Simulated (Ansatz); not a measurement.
# Phonon transport in Sr3Y (hypothetical, Fm-3m), part 3 of 3

How well does the lattice of Sr3Y (hypothetical) conduct heat? The crystal structure is hypothetical: it was made by swapping elements on a known structure type.

Ansatz 0.2.0; DFT r2SCAN, scalar-relativistic, plane waves, PAW; PAW set soft_1.

So far, highest frequency (cm⁻¹): step 5 (stability check by linear response) 117. The relaxed cell has a = 9.077 Å (conventional setting).

### 6. Third-order constants and the Boltzmann equation

The supercell must be wider than twice the pair cutoff, and the number of displaced cells grows with the pairs inside it, which is where the cost lies.

input.yaml reads:

```yaml
crystal:
  lattice:
    - [0.0, 4.5384873077, 4.5384873077]
    - [4.5384873077, 0.0, 4.5384873077]
    - [4.5384873077, 4.5384873077, 0.0]
  atoms:
    - { symbol: Sr, position: [0.25, 0.25, 0.25] }
    - { symbol: Sr, position: [0.5, 0.5, 0.5] }
    - { symbol: Sr, position: [0.75, 0.75, 0.75] }
    - { symbol: "Y", position: [0.0, 0.0, 0.0] }
kpoints:
  mp_grid: { grid: [8, 8, 8] }
hamiltonian:
  xc: r2scan
  pseudopotentials: { kind: paw, azcp: { folder: soft_1 } }
scf:
  occupations: { method: methfessel_paxton, width: 0.2 }
  lower_state_search: "off"
output:
  eigenvalues: true
phonons:
  method: fd
  supercell: [2, 2, 2]
  temperatures: { t_max: 1000, t_step: 50 }
  qpath:
    path:
      - [[0.0, 0.0, 0.0], [0.5, 0.0, 0.5], [0.5, 0.25, 0.75], [0.375, 0.375, 0.75], [0.0, 0.0, 0.0], [0.5, 0.5, 0.5], [0.625, 0.25, 0.625], [0.5, 0.25, 0.75], [0.5, 0.5, 0.5], [0.375, 0.375, 0.75]]
      - [[0.625, 0.25, 0.625], [0.5, 0.0, 0.5]]
    npoints: 10
  third_order: { supercell: [2, 2, 2], pair_cutoff: 4.688 }
  lattice_thermal_conductivity:
    qmesh: [9, 9, 9]
    temperatures: [100.0, 150.0, 200.0, 300.0, 400.0, 500.0, 600.0, 800.0]
    isotope_mass_variance: [{ species: Sr, variance: 6.1e-05 }, { species: "Y", variance: 0.0 }]
  dielectric: false
```

Launch:

```console
$ ansatz run input.yaml --threads 18 --pin off --max-ram 92160MiB --backend cuda --events-out ev --progress --plain --runs-dir out --max-vram 78GiB
```

Numbers of over 12 decimals in the logs are rounded to 6 here.

Output:

```text
[...]
Crystal: 32 atoms, lattice volume = 1495.731 Å³
Basis set: ecut = 500 eV, 38013 PW (Γ), exchange–correlation on 480×480×480 points (125 copies of the dense FFT grid, shifted against one another)
Bands: 200, of which v1, the nominal top of the filled ones, is band 164 counted from 1 (163 counted from 0)
Symmetry: 384 space group operations
k-points: 8 of 64
[...]
SCF iter   1: F=—  HF=-116194.625241 eV  |F-HF|=—  |Δ(HF+E_count)|=         —  Δρ=3.07e-8  dr2=2.44e-11  dr2_τ=2.37e-12  ethr=1.00e-12  ⟨swp⟩=7.8  Hψ=5254  notcnv=0
[...]
SCF iter   2: F=-116194.625241 eV  HF=-116194.625241 eV  |F-HF|=0.00e0  |Δ(HF+E_count)|=  1.46e-11  S|Δr|=    0.00e0  Δρ=2.15e-8  dr2=1.22e-11  dr2_τ=2.51e-13  ethr=1.00e-12  ⟨swp⟩=4.0  Hψ=4488  notcnv=0
SCF 1 converged in 2 iterations: F = -116194.625241 eV  dr2 = 1.22e-11
[...]
SCF iter   2: F=-116194.625241 eV  HF=-116194.625241 eV  |F-HF|=0.00e0  |Δ(HF+E_count)|=  4.51e-10  S|Δr|=    0.00e0  Δρ=1.51e-8  dr2=5.93e-12  dr2_τ=1.54e-13  ethr=1.00e-12  ⟨swp⟩=5.1  Hψ=5566  notcnv=0
SCF 2 converged in 2 iterations: F = -116194.625241 eV  dr2 = 5.93e-12
[...]
Symmetry: 8 space group operations
k-points: 13 of 64 (time reversal used)
[...]
SCF iter  10: F=-116194.625235 eV  HF=-116194.625235 eV  |F-HF|=1.46e-11  |Δ(HF+E_count)|=  4.37e-11  S|Δr|=    0.00e0  Δρ=3.33e-9  dr2=1.32e-12  dr2_τ=3.28e-14  ethr=1.00e-12  ⟨swp⟩=8.4  Hψ=11777  notcnv=0
SCF 3 converged in 10 iterations: F = -116194.625235 eV  dr2 = 1.32e-12
[...]
SCF iter   2: F=—  HF=-116194.625235 eV  |F-HF|=—  |Δ(HF+E_count)|=   8.70e-4  S|Δr|=    0.00e0  Δρ=6.51e-6  dr2=5.81e-6  dr2_τ=6.05e-8  ethr=8.06e-9  ⟨swp⟩=1.4  Hψ=2628  notcnv=0
[...]
--- Phonons: 3 displaced members + reference (amplitude 0.0025 Å, Σ member SCF iterations 28) ---
  symmetry images taken by strict's conditions (phonons.symmetry_images: auto; settled by no image being taken that strict refuses)
  ASR residual: 6.809e-5 → 0.000e0 eV/Å²; symmetrization residual: 2.379e-5 eV/Å²
  largest component of a force at the reference: 8.2e-18 eV/Å
  ASR residual per site (eV/Å²): 2.29e-5 6.81e-5 2.29e-5 2.38e-5
[...]
--- Third-order force constants: 71 member SCFs in a 2×2×2 supercell (pair cutoff 4.688 Å, amplitude 0.03 Å, SCF threshold 1.00e-9 eV, Σ member SCF iterations 656) ---
[...]
460 force-constant blocks with the first atom in the home cell, fitted with 56 parameters over 13 symmetry orbits; no atom triplet left out
  sum-rule residual: 9.241e-2 → 1.498e-15 eV/Å³; symmetrization residual: 3.424e-3 eV/Å³; largest sum-rule correction relative to its orbit: 1.424e-1, on the orbit of the block of home site 0 with site 3 of cell (0, 0, 0) and site 3 of cell (0, 0, 0), whose norm before the correction was 1.479e0 eV/Å³
--- Lattice thermal conductivity: 9×9×9 mesh (35 irreducible points), tetrahedron method ---
  three-phonon and isotope scattering only; four-phonon, boundary and, in a metal, phonon-electron scattering are left out
  each conductivity is what the modes' populations carry and what the coherences between them add
  conductivity (a third of the tensor's trace), W/(m K), in the relaxation-time approximation and from the full solution:
       T (K)   relaxation time   full solution  iterations             ending  least Ritz value
      100.00            9.7316         10.5617           8          converged          6.494e-1
      150.00            6.6598          7.2350           8          converged          6.502e-1
      200.00            5.0687          5.5079           8          converged          6.502e-1
      300.00            3.4494          3.7471           8          converged          6.499e-1
      400.00            2.6329          2.8579           8          converged          6.496e-1
      500.00            2.1419          2.3227           8          converged          6.494e-1
      600.00            1.8143          1.9655           8          converged          6.493e-1
      800.00            1.4046          1.5184           8          converged          6.491e-1
```

Wall time 6.2 min (1 × NVIDIA GB200 with 18 threads of Arm Neoverse V2, shared host); peak memory 5.5 GiB.

This step gave:

* κ at 300 K (relaxation time): 3.449 W/m/K
* κ at 300 K (full solution): 3.747 W/m/K
* dipole term: none
* mean free path at half of κ: 17.6 nm
* share of κ above the three lowest branches: 0.598
* third-order blocks: 460
* periodic aliases dropped: 0
* largest relative sum-rule correction: 0.1424
* displaced cells, third order: 71

No LO-TO term. The phonon branches at the labelled points (cm⁻¹):

| point | branch 1 | branch 2 | branch 3 | branch 4 | branch 9 | branch 10 | branch 11 | branch 12 |
| --- | --- | --- | --- | --- | --- | --- | --- | --- |
| Γ | 0 | 0 | 0 | 82 | 92 | 117 | 117 | 117 |
| halfway | 43 | 46 | 46 | 58 | 102 | 104 | 108 | 108 |
| X | 43 | 43 | 67 | 78 | 82 | 85 | 109 | 109 |
| halfway | 43 | 44 | 56 | 67 | 90 | 93 | 107 | 108 |
| W | 46 | 46 | 48 | 59 | 98 | 100 | 100 | 107 |
| halfway | 41 | 49 | 49 | 61 | 96 | 96 | 104 | 108 |
| K | 39 | 50 | 50 | 63 | 94 | 95 | 104 | 110 |
| halfway | 24 | 47 | 55 | 57 | 101 | 106 | 107 | 114 |
| Γ | 0 | 0 | 0 | 82 | 92 | 117 | 117 | 117 |
| halfway | 29 | 29 | 55 | 58 | 98 | 105 | 113 | 113 |
| L | 50 | 50 | 54 | 58 | 102 | 102 | 108 | 108 |
| halfway | 41 | 43 | 54 | 61 | 95 | 100 | 107 | 110 |
| U | 39 | 50 | 50 | 63 | 94 | 95 | 104 | 110 |
| halfway | 41 | 49 | 49 | 61 | 96 | 96 | 104 | 108 |
| W | 46 | 46 | 48 | 59 | 98 | 100 | 100 | 107 |
| halfway | 41 | 42 | 54 | 61 | 93 | 100 | 107 | 109 |
| L | 50 | 50 | 54 | 58 | 102 | 102 | 108 | 108 |
| halfway | 41 | 43 | 54 | 61 | 95 | 100 | 107 | 110 |
| K | 39 | 50 | 50 | 63 | 94 | 95 | 104 | 110 |
| jump to U | 39 | 50 | 50 | 63 | 94 | 95 | 104 | 110 |
| halfway | 42 | 44 | 60 | 71 | 87 | 90 | 107 | 109 |
| X | 43 | 43 | 67 | 78 | 82 | 85 | 109 | 109 |

W/m/K. Kappa, by row:

| T (K) | RTA xx | RTA yy | RTA zz | full xx | full yy | full zz | coherence part xx | coherence part yy | coherence part zz | ending | iterations | least Ritz value |
| --- | --- | --- | --- | --- | --- | --- | --- | --- | --- | --- | --- | --- |
| 100 | 9.732 | 9.732 | 9.732 | 10.56 | 10.56 | 10.56 | 0.05314 | 0.05314 | 0.05314 | converged | 8 | 0.649 |
| 150 | 6.66 | 6.66 | 6.66 | 7.235 | 7.235 | 7.235 | 0.06827 | 0.06827 | 0.06827 | converged | 8 | 0.65 |
| 200 | 5.069 | 5.069 | 5.069 | 5.508 | 5.508 | 5.508 | 0.07988 | 0.07988 | 0.07988 | converged | 8 | 0.65 |
| 300 | 3.449 | 3.449 | 3.449 | 3.747 | 3.747 | 3.747 | 0.09772 | 0.09772 | 0.09772 | converged | 8 | 0.65 |
| 400 | 2.633 | 2.633 | 2.633 | 2.858 | 2.858 | 2.858 | 0.1108 | 0.1108 | 0.1108 | converged | 8 | 0.65 |
| 500 | 2.142 | 2.142 | 2.142 | 2.323 | 2.323 | 2.323 | 0.1206 | 0.1206 | 0.1206 | converged | 8 | 0.649 |
| 600 | 1.814 | 1.814 | 1.814 | 1.966 | 1.966 | 1.966 | 0.128 | 0.128 | 0.128 | converged | 8 | 0.649 |
| 800 | 1.405 | 1.405 | 1.405 | 1.518 | 1.518 | 1.518 | 0.1381 | 0.1381 | 0.1381 | converged | 8 | 0.649 |

Table of lattice thermal conductivity by temperature:

| temperature (K) | RTA xx (W/m/K) | full xx (W/m/K) |
| --- | --- | --- |
| 100 | 9.73 | 10.6 |
| 150 | 6.66 | 7.24 |
| 200 | 5.07 | 5.51 |
| 300 | 3.45 | 3.75 |
| 400 | 2.63 | 2.86 |
| 500 | 2.14 | 2.32 |
| 600 | 1.81 | 1.97 |
| 800 | 1.41 | 1.52 |

The modes has structure finer than the step of the table below, so its rows give means over 5 cm⁻¹, whole bins alone (the curve runs from -10 to 131 cm⁻¹). Peaks (cm⁻¹: height): Sr 44.9: 0.144, 91.0: 0.123, 107.8: 0.268; Y 44.0: 0.0310, 61.7: 0.0554, 73.2: 0.0484, 83.9: 0.0683, 100.7: 0.0447.

Phonopy on the run's constants, 11x11x11 mesh, Gaussian sigma 2.0 cm⁻¹. Table of modes by wavenumber; means over each step; values in 1/cm⁻¹/cell:

| wavenumber (cm⁻¹) | Sr | Y |
| --- | --- | --- |
| -5 | 4.0e-5 | 1.3e-5 |
| 0 | 2.6e-4 | 9.0e-5 |
| 5 | 1.4e-4 | 4.5e-5 |
| 10 | 0.00209 | 7.0e-4 |
| 15 | 0.00262 | 8.7e-4 |
| 20 | 0.00874 | 0.00285 |
| 25 | 0.0120 | 0.00379 |
| 30 | 0.0190 | 0.00580 |
| 35 | 0.0401 | 0.0114 |
| 40 | 0.0799 | 0.0201 |
| 45 | 0.136 | 0.0283 |
| 50 | 0.123 | 0.0260 |
| 55 | 0.0686 | 0.0248 |
| 60 | 0.0576 | 0.0487 |
| 65 | 0.0634 | 0.0452 |
| 70 | 0.0675 | 0.0422 |
| 75 | 0.0849 | 0.0450 |
| 80 | 0.114 | 0.0472 |
| 85 | 0.119 | 0.0617 |
| 90 | 0.119 | 0.0470 |
| 95 | 0.0973 | 0.0397 |
| 100 | 0.132 | 0.0417 |
| 105 | 0.208 | 0.0279 |
| 110 | 0.198 | 0.0201 |
| 115 | 0.0443 | 0.00797 |
| 120 | 0.00307 | 7.3e-4 |
| 125 | 1.1e-5 | 2.4e-6 |

Distinct triplets, nearest first. Third order norms, by row:

| sites | side 1 (Å) | side 2 (Å) | side 3 (Å) | norm of the 27 components (eV/Å³) |
| --- | --- | --- | --- | --- |
| Sr-Sr-Sr | 0 | 0 | 0 | 0.23 |
| Sr-Sr-Sr | 0 | 0 | 0 | 0 |
| Y-Y-Y | 0 | 0 | 0 | 0 |
| Sr-Sr-Sr | 0 | 3.93 | 3.93 | 1.499 |
| Sr-Sr-Sr | 0 | 3.93 | 3.93 | 1.484 |
| Sr-Sr-Y | 0 | 3.93 | 3.93 | 1.51 |
| Sr-Y-Y | 0 | 3.93 | 3.93 | 1.52 |
| Sr-Sr-Sr | 3.93 | 3.93 | 4.54 | 0.076 |
| Sr-Sr-Y | 3.93 | 3.93 | 4.54 | 0.082 |
| Sr-Sr-Y | 3.93 | 3.93 | 4.54 | 0.095 |
| Sr-Sr-Sr | 0 | 4.54 | 4.54 | 0.673 |
| Sr-Sr-Y | 0 | 4.54 | 4.54 | 0.622 |
| Sr-Y-Y | 0 | 4.54 | 4.54 | 0.636 |

RTA, 300 K. Kappa by branch, by row:

| branch (by rank) | mean frequency (THz) | mean rms speed (km/s) | median lifetime (ps) | share of kappa |
| --- | --- | --- | --- | --- |
| 1 | 1.1 | 1.22 | 7.51 | 0.154 |
| 2 | 1.31 | 0.91 | 6.35 | 0.124 |
| 3 | 1.53 | 0.95 | 7.58 | 0.125 |
| 4 | 1.88 | 1.18 | 7.28 | 0.099 |
| 5 | 2.1 | 1.39 | 9.7 | 0.183 |
| 6 | 2.33 | 0.95 | 8.96 | 0.097 |
| 7 | 2.57 | 1.13 | 6.06 | 0.083 |
| 8 | 2.72 | 1.05 | 5.9 | 0.054 |
| 9 | 2.87 | 0.9 | 7.22 | 0.048 |
| 10 | 3.06 | 0.68 | 5.48 | 0.024 |
| 11 | 3.22 | 0.38 | 5.21 | 0.007 |
| 12 | 3.31 | 0.32 | 3.98 | 0.004 |

The spectral kappa at 300 K by frequency; read off at these points; values in W/m/K/THz:

| frequency (THz) | relaxation time (W/m/K/THz) | full solution (W/m/K/THz) |
| --- | --- | --- |
| 0.05 | 0 | 0 |
| 0.15 | 0 | 0 |
| 0.25 | 0 | 0 |
| 0.35 | 0 | 0 |
| 0.45 | 1.99 | 2.03 |
| 0.55 | 0 | 0 |
| 0.65 | 0.922 | 0.926 |
| 0.75 | 1.96 | 2.05 |
| 0.85 | 0.420 | 0.416 |
| 0.95 | 1.40 | 1.47 |
| 1.05 | 0.333 | 0.397 |
| 1.15 | 1.57 | 1.76 |
| 1.25 | 1.03 | 1.14 |
| 1.35 | 1.99 | 2.16 |
| 1.45 | 0.406 | 0.407 |
| 1.55 | 0.842 | 0.822 |
| 1.65 | 0.578 | 0.705 |
| 1.75 | 0.541 | 0.571 |
| 1.85 | 2.09 | 2.22 |
| 1.95 | 1.32 | 1.44 |
| 2.05 | 1.49 | 1.60 |
| 2.15 | 3.31 | 3.61 |
| 2.25 | 3.03 | 3.27 |
| 2.35 | 1.22 | 1.35 |
| 2.45 | 0.818 | 1.00 |
| 2.55 | 1.80 | 2.02 |
| 2.65 | 1.10 | 1.19 |
| 2.75 | 0.784 | 0.854 |
| 2.85 | 1.01 | 1.14 |
| 2.95 | 0.553 | 0.612 |
| 3.05 | 0.450 | 0.527 |
| 3.15 | 0.244 | 0.326 |
| 3.25 | 0.199 | 0.278 |
| 3.35 | 0.108 | 0.154 |
| 3.45 | 0.0328 | 0.0468 |
| 3.55 | 0 | 0 |

Relaxation-time solution. The share of κ carried by shorter paths by mean free path:

| mean free path (nm) | 100 K | 300 K | 800 K |
| --- | --- | --- | --- |
| 0.464 | 0 | 0 | 0.001 |
| 0.681 | 0 | 0 | 0.004 |
| 1 | 0 | 0.001 | 0.013 |
| 1.47 | 0 | 0.003 | 0.036 |
| 2.15 | 0 | 0.007 | 0.084 |
| 3.16 | 0.001 | 0.019 | 0.178 |
| 4.64 | 0.003 | 0.059 | 0.337 |
| 6.81 | 0.008 | 0.113 | 0.511 |
| 10 | 0.019 | 0.238 | 0.716 |
| 14.7 | 0.061 | 0.41 | 0.843 |
| 21.5 | 0.124 | 0.584 | 0.912 |
| 31.6 | 0.251 | 0.756 | 0.945 |
| 46.4 | 0.412 | 0.882 | 0.964 |
| 68.1 | 0.577 | 0.911 | 1 |
| 100 | 0.739 | 0.944 | 1 |
| 147 | 0.869 | 1 | 1 |
| 215 | 0.9 | 1 | 1 |
| 316 | 0.937 | 1 | 1 |
| 464 | 1 | 1 | 1 |

300 K; a sample spread over frequency. Mode lifetimes, by row, the first 40 of 90 rows:

| q1 | q2 | q3 | branch | frequency (THz) | rms speed (km/s) | three-phonon rate (1/ps) | isotope rate (1/ps) | lifetime (ps) | mean free path (nm) |
| --- | --- | --- | --- | --- | --- | --- | --- | --- | --- |
| 0 | 0 | 0.1111 | 1 | 0.402 | 2.78 | 0.0225 | 2.97e-7 | 44.5 | 124 |
| 0 | 0.1111 | 0.1111 | 2 | 0.664 | 2.6 | 0.0526 | 5.90e-6 | 19 | 49.5 |
| 0 | 0 | 0.2222 | 2 | 0.787 | 2.63 | 0.0701 | 1.53e-5 | 14.3 | 37.5 |
| 0 | 0.1111 | 0.3333 | 1 | 0.925 | 1.25 | 0.109 | 3.12e-5 | 9.16 | 11.5 |
| 0 | 0.1111 | -0.3333 | 1 | 1.028 | 1.62 | 0.111 | 5.99e-5 | 8.97 | 14.6 |
| 0 | 0.2222 | 0.2222 | 1 | 1.163 | 2.05 | 0.0722 | 1.20e-4 | 13.8 | 28.3 |
| 0.1111 | 0.3333 | -0.3333 | 1 | 1.189 | 0.79 | 0.148 | 2.37e-4 | 6.77 | 5.32 |
| 0.1111 | 0.3333 | 0.4444 | 1 | 1.246 | 1.78 | 0.133 | 2.95e-4 | 7.51 | 13.4 |
| 0 | 0.1111 | -0.2222 | 2 | 1.262 | 2.23 | 0.11 | 3.05e-4 | 9.06 | 20.2 |
| 0 | 0.4444 | 0.4444 | 2 | 1.3 | 0.35 | 0.162 | 3.05e-4 | 6.16 | 2.14 |
| 0 | 0.1111 | 0.3333 | 2 | 1.307 | 1.95 | 0.0955 | 4.97e-4 | 10.4 | 20.4 |
| 0.1111 | 0.4444 | -0.4444 | 2 | 1.332 | 0.29 | 0.157 | 7.94e-4 | 6.35 | 1.83 |
| 0 | 0.3333 | 0.4444 | 2 | 1.356 | 0.23 | 0.155 | 6.93e-4 | 6.42 | 1.51 |
| 0.1111 | 0.3333 | 0.4444 | 2 | 1.394 | 0.74 | 0.162 | 7.06e-4 | 6.15 | 4.58 |
| 0 | 0.2222 | 0.4444 | 2 | 1.417 | 0.98 | 0.142 | 4.69e-4 | 7.01 | 6.84 |
| 0 | 0.3333 | 0.3333 | 2 | 1.451 | 0.72 | 0.14 | 1.24e-4 | 7.13 | 5.11 |
| 0 | 0 | 0.3333 | 3 | 1.476 | 0.75 | 0.203 | 4.49e-5 | 4.93 | 3.69 |
| 0.1111 | 0.3333 | 0.4444 | 3 | 1.52 | 0.5 | 0.12 | 6.02e-4 | 8.28 | 4.17 |
| 0 | 0.1111 | -0.3333 | 3 | 1.538 | 1.1 | 0.124 | 9.61e-4 | 7.98 | 8.76 |
| 0.1111 | 0.2222 | 0.4444 | 3 | 1.571 | 0.57 | 0.128 | 0.00132 | 7.71 | 4.42 |
| 0 | 0.3333 | 0.4444 | 3 | 1.609 | 1.73 | 0.182 | 1.79e-4 | 5.48 | 9.51 |
| 0.1111 | 0.4444 | -0.4444 | 3 | 1.656 | 1.68 | 0.174 | 5.24e-5 | 5.73 | 9.65 |
| 0 | 0.1111 | -0.3333 | 4 | 1.726 | 0.39 | 0.14 | 7.42e-5 | 7.12 | 2.75 |
| 0 | 0 | 0.4444 | 5 | 1.783 | 1.64 | 0.137 | 2.27e-4 | 7.27 | 11.9 |
| 0 | 0.1111 | -0.4444 | 4 | 1.807 | 0.55 | 0.143 | 2.08e-4 | 6.97 | 3.86 |
| 0 | 0.2222 | 0.2222 | 4 | 1.828 | 1.34 | 0.0872 | 3.75e-4 | 11.4 | 15.3 |
| 0 | 0.3333 | -0.3333 | 4 | 1.845 | 0.69 | 0.155 | 2.84e-4 | 6.45 | 4.48 |
| 0.1111 | 0.4444 | -0.3333 | 4 | 1.875 | 1.06 | 0.19 | 3.42e-4 | 5.25 | 5.55 |
| 0 | 0.1111 | -0.4444 | 6 | 1.936 | 1.65 | 0.214 | 3.34e-4 | 4.68 | 7.73 |
| 0 | 0 | 0.3333 | 4 | 1.993 | 2.04 | 0.143 | 3.25e-4 | 6.99 | 14.2 |
| 0 | 0.3333 | 0.4444 | 4 | 2.009 | 1.58 | 0.0826 | 3.54e-4 | 12.1 | 19 |
| 0.1111 | 0.3333 | -0.4444 | 4 | 2.056 | 0.9 | 0.126 | 3.47e-4 | 7.91 | 7.16 |
| 0.1111 | 0.3333 | -0.2222 | 5 | 2.114 | 1.97 | 0.136 | 4.26e-4 | 7.34 | 14.5 |
| 0 | 0.2222 | -0.4444 | 6 | 2.166 | 1.18 | 0.0788 | 6.44e-4 | 12.6 | 14.9 |
| 0 | 0.4444 | 0.4444 | 4 | 2.183 | 1.47 | 0.0521 | 6.23e-4 | 19 | 27.9 |
| 0 | 0 | 0.2222 | 5 | 2.196 | 2.01 | 0.0979 | 5.43e-4 | 10.2 | 20.4 |
| 0.1111 | 0.3333 | -0.3333 | 5 | 2.209 | 1.03 | 0.0594 | 6.18e-4 | 16.7 | 17.2 |
| 0.2222 | 0.4444 | -0.3333 | 5 | 2.27 | 0.95 | 0.0471 | 7.33e-4 | 20.9 | 19.9 |
| 0 | 0.3333 | -0.4444 | 6 | 2.322 | 0.57 | 0.0516 | 7.06e-4 | 19.1 | 10.8 |
| 0.1111 | 0.3333 | -0.4444 | 6 | 2.363 | 0.81 | 0.0758 | 0.00122 | 13 | 10.5 |

Without the LO-TO term. Gamma linewidths, by row:

| branch | frequency (cm⁻¹) | three-phonon rate (1/ps) | isotope rate (1/ps) | FWHM (cm⁻¹) |
| --- | --- | --- | --- | --- |
| 4 | 82.5 | 0.138 | 9.00e-4 | 0.736 |
| 5 | 82.5 | 0.138 | 9.00e-4 | 0.736 |
| 6 | 82.5 | 0.138 | 9.00e-4 | 0.736 |
| 7 | 91.5 | 0.22 | 0.00206 | 1.18 |
| 8 | 91.5 | 0.22 | 0.00206 | 1.18 |
| 9 | 91.5 | 0.22 | 0.00206 | 1.18 |
| 10 | 117.3 | 0.251 | 8.59e-32 | 1.33 |
| 11 | 117.3 | 0.251 | 8.59e-32 | 1.33 |
| 12 | 117.3 | 0.251 | 8.59e-32 | 1.33 |

W/m/K, third of the trace; RTA populations with a boundary rate v/L added to each mode (Matthiessen's rule). Kappa by grain size, by row:

| T (K) | bulk | 10 nm | 30 nm | 100 nm | 300 nm | 1000 nm | 10000 nm | 100000 nm |
| --- | --- | --- | --- | --- | --- | --- | --- | --- |
| 100 | 9.678 | 1.726 | 3.521 | 5.96 | 7.795 | 8.951 | 9.595 | 9.67 |
| 300 | 3.352 | 1.263 | 2.044 | 2.74 | 3.098 | 3.267 | 3.343 | 3.351 |
| 600 | 1.686 | 0.8862 | 1.251 | 1.508 | 1.618 | 1.665 | 1.684 | 1.686 |

W/m/K, third of the trace; RTA populations with the isotope rates scaled. Kappa by mass disorder, by row:

| T (K) | no isotopes | as typed | variance x 3 | variance x 10 | variance x 30 |
| --- | --- | --- | --- | --- | --- |
| 100 | 9.858 | 9.678 | 9.387 | 8.596 | 7.203 |
| 300 | 3.377 | 3.352 | 3.311 | 3.191 | 2.925 |
| 600 | 1.693 | 1.686 | 1.675 | 1.642 | 1.561 |

At 300 K the relaxation-time value is 3.45 W/(m K).

### 7. Outcome

| Item | Value |
| --- | --- |
| highest frequency | 117.3 cm⁻¹ |
| Debye temperature from the second moment | 152 K |
| κ at 300 K (relaxation time) | 3.449 W/m/K |
| κ at 300 K (full solution) | 3.747 W/m/K |
| mean free path at half of κ | 17.6 nm |
| share of κ above the three lowest branches | 0.598 |

**Reading.** The lattice of Sr3Y (hypothetical) conducts 3.75 W/(m K) at 300 K by r2SCAN (mean over directions, full solution). The full solution lies +9 % from the relaxation-time value at 300 K. Above 300 K the relaxation-time κ falls as T^-0.92, near the 1/T law of three-phonon scattering. Grains of 100 nm would keep 82 % of the bulk value at 300 K, and grains of 1 µm 97 %. Removing the natural isotope disorder raises κ at 300 K by 1 %. This is a metal: electrons carry heat too and also scatter phonons, and neither is in this figure, so it is the lattice part alone, without the scattering by electrons that would lower it. The sum rules changed one orbit of cubic constants by up to 14 %; by the manual a large change points to a short cutoff or, on a small and distant orbit, to noisy forces. The conductivities include the coherence part between close branches; the shares for grains, isotopes, branches and paths are of the relaxation-time populations alone. Cubic couplings among atoms farther apart than the pair cutoff are dropped, and neither the cutoff nor the q-mesh was shown to be converged here. The PAW files were made for PBE and are used here under another functional, for which the program regenerates the frozen cores.

[Logs are printed without paths, hosts, clocks, repeated set-up lines and the standing remarks that a program may print on its own settings, such as how far it seeks lower states.]

[Hosts, paths, dates, database ids (printed as entryN), source tags and the programs' standing remarks are cut or masked in the printed files.]

[A step with changed settings may run another functional than the one named; its input shows which.]
